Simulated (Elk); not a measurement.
**Collinear magnetic orders of KMn2S2 with Elk**

Aim: find out whether KMn2S2 carries moments, and which collinear order costs least.

Calculated with Elk 11.2.3 (patched build); LDA (Perdew-Wang); all-electron APW+lo, Dirac cores, scalar-relativistic bands.

This is a report of a sequence of runs, with most program output left out.

## 1. The starting structure

The structure is tetragonal, space group I4/mmm (No. 139). The conventional cell has a = 3.911 Å, b = 3.911 Å, c = 13.385 Å, α = 90.00°, β = 90.00°, γ = 90.00°. Nearest to K lie 8 S at 3.42 Å. Mn has 4 S at 2.36 Å nearest. S has 4 Mn at 2.36 Å and 4 K at 3.42 Å nearest. invented: KCo2Se2 (I4/mmm) with Mn for Co, S for Se. Farther neighbours and most contacts between anions are not listed.

The cell is a made-up one and need not be a known phase.

## 2. Start 1: ferro ++

The parallel start comes first: it fits the smallest cell, keeps the most symmetry and shows whether parallel moments form.

Moments are seeded by fields in the spheres (the last three columns under atoms), set against the wanted direction and reduced each loop.

elk.in reads:

```
tasks
  0
  33
  73

xctype
  3

rgkmax
  7.0

nempty
  12

swidth
  0.005

reducebf
  0.6

epsengy
  1e-05

maxscl
  100

lmaxi
  2

spinpol
  .true.

sppath
  './'

avec
  -3.69511755176 3.69511755176 12.64745318223
  3.69511755176 -3.69511755176 12.64745318223
  3.69511755176 3.69511755176 -12.64745318223

atoms
  3
  'K.in'
  1
  0.0000000000 0.0000000000 0.0000000000   0.000000 0.000000 0.000000
  'Mn.in'
  2
  0.2500000000 0.7500000000 0.5000000000   0.000000 0.000000 -0.450000
  0.7500000000 0.2500000000 0.5000000000   0.000000 0.000000 -0.450000
  'S.in'
  2
  0.3490740000 0.3490740000 0.0000000000   0.000000 0.000000 0.000000
  0.6509260000 0.6509260000 0.0000000000   0.000000 0.000000 0.000000

ngridk
  8 8 8

plot3d
  0 0 0
  1 0 0
  0 1 0
  0 0 1
  37 37 37
```

Run with:

```bash
$ OMP_NUM_THREADS=4 elk
```

Run time: 3.7 min. Hardware: 4 threads of Arm Neoverse V1, shared host; peak memory 0.29 GiB; 14 min of CPU time.

Spin moment in the muffin-tin sphere by atom:

| atom | spin moment in the muffin-tin sphere (μB) |
| --- | --- |
| K1 | 0.00 |
| Mn2 | 1.26 |
| Mn3 | 1.26 |
| S4 | -0.04 |
| S5 | -0.04 |

Numbers from this step:

```
density of states at the Fermi level : 5.304 states/eV/cell
moment between the spheres           : 0.09658 μB
magnetization                        : 2.532 μB
final state                          : ferromagnetic
```

After 22 cycles the largest moment stands at 1.26 μB.

## 3. Run 2 (antiferro +-)

Reversing part of the moments tests the sign of the couplings between them.

elk.in, as its differences from that of step 2:

```diff
@@ -2,4 +2,2 @@
   0
-  33
-  73
 
@@ -48,3 +46,3 @@
   0.2500000000 0.7500000000 0.5000000000   0.000000 0.000000 -0.450000
-  0.7500000000 0.2500000000 0.5000000000   0.000000 0.000000 -0.450000
+  0.7500000000 0.2500000000 0.5000000000   0.000000 0.000000 0.450000
   'S.in'
@@ -56,8 +54 @@
   8 8 8
-
-plot3d
-  0 0 0
-  1 0 0
-  0 1 0
-  0 0 1
-  37 37 37
```

Run with:

```bash
$ OMP_NUM_THREADS=4 elk
```

Wall time 3.2 min (4 threads); peak memory 0.29 GiB; 12 min of CPU time.

Spin moment in the muffin-tin sphere by atom:

| atom | spin moment in the muffin-tin sphere (μB) |
| --- | --- |
| K1 | 0.00 |
| Mn2 | 2.94 |
| Mn3 | -2.94 |
| S4 | 0.00 |
| S5 | 0.00 |

This step gave:

| Item | Value |
| --- | --- |
| density of states at the Fermi level | 4.233 states/eV/cell |
| moment between the spheres | 0 μB |
| magnetization | 0 μB |
| final state | antiferromagnetic |

It lies 329 meV a seeded atom under the first start, and its largest moment is 2.94 μB against 1.26 μB.

## 4. Order 3, typed as no spin polarisation

This run holds no moments, which gives a state to set the others against.

elk.in, as its differences from that of step 3:

```diff
@@ -15,5 +15,2 @@
 
-reducebf
-  0.6
-
 epsengy
@@ -26,5 +23,2 @@
   2
-
-spinpol
-  .true.
 
@@ -45,4 +39,4 @@
   2
-  0.2500000000 0.7500000000 0.5000000000   0.000000 0.000000 -0.450000
-  0.7500000000 0.2500000000 0.5000000000   0.000000 0.000000 0.450000
+  0.2500000000 0.7500000000 0.5000000000   0.000000 0.000000 0.000000
+  0.7500000000 0.2500000000 0.5000000000   0.000000 0.000000 0.000000
   'S.in'
```

Run with:

```bash
$ OMP_NUM_THREADS=4 elk
```

Run time: 31 s. Hardware: 4 threads; peak memory 0.18 GiB; 1.9 min of CPU time.

This step gave:

* density of states at the Fermi level: 5.632 states/eV/cell
* final state: non-magnetic (no spin polarisation)

It lies 30.9 meV a seeded atom over the first start.

## 5. An attempt with other settings

A slip in the input shows what the program catches and what it lets pass.

elk.in, as its differences from that of step 2:

```diff
@@ -2,4 +2,2 @@
   0
-  33
-  73
 
@@ -24,3 +22,3 @@
 maxscl
-  100
+  75
 
@@ -31,2 +29,5 @@
   .true.
+
+ecutwfc
+  40.0
 
@@ -56,8 +57 @@
   8 8 8
-
-plot3d
-  0 0 0
-  1 0 0
-  0 1 0
-  0 0 1
-  37 37 37
```

Run with:

```bash
$ OMP_NUM_THREADS=4 elk
```

The job ended after 0.01 s (4 threads; peak memory 0.06 GiB; 0.01 s of CPU time).

The program refused the input before any cycle.

The program's message: “Error(readinput): invalid block name : ecutwfc”

The fault put into the input: a block that Elk doesn't know.

The block belongs to another program's input and has no meaning here.

## 6. The states side by side

These are free energies at a smearing of 0.136 eV, so its entropy term is in the differences. They are divided by the number of seeded atoms, so that cells of unlike size compare.

Orders:

| start | final state | typed order kept | energy over the lowest (meV a seeded atom) | largest sphere moment (μB) | net moment (μB a primitive cell) | DOS at the Fermi level (states/eV a primitive cell) | mesh matched | CPU time (s) |
| --- | --- | --- | --- | --- | --- | --- | --- | --- |
| ferro ++ | ferromagnetic | yes | 328.7 | 1.257 | 2.532 | 5.304 | yes | 852 |
| antiferro +- | antiferromagnetic | yes | 0 | 2.937 | 0 | 4.233 | yes | 747.6 |
| no spin polarisation | non-magnetic | - | 359.6 | 0 | 0 | 5.632 | yes | 111.8 |

## 7. What came out

| Item | Value |
| --- | --- |
| lowest state found | antiferromagnetic (typed antiferro +-) |
| largest site moment | 2.94 μB |
| next state | ferromagnetic, 329 meV a seeded atom higher |
| energy gained by spin polarisation | 360 meV a seeded atom |

**Reading.** The lowest state found is antiferromagnetic, reached from the start antiferro +-, with moments up to 2.94 μB. The next state costs 329 meV a seeded atom. Only 3 starts are shown; other collinear patterns, canted and longer-period orders are not.

[Logs and program files are shortened in this print: banners, set-up blocks, solver, clock and traceback lines can be left out without a mark of their own.]

[Logs are printed without paths, hosts, clocks, repeated set-up lines and the standing remarks that a program may print on its own settings, such as how far it seeks lower states.]

[Hosts, paths, dates, database ids (printed as entryN), source tags and the programs' standing remarks are cut or masked in the printed files.]

[Where a cell is said to come from a database of computed structures, the database is the Materials Project.]
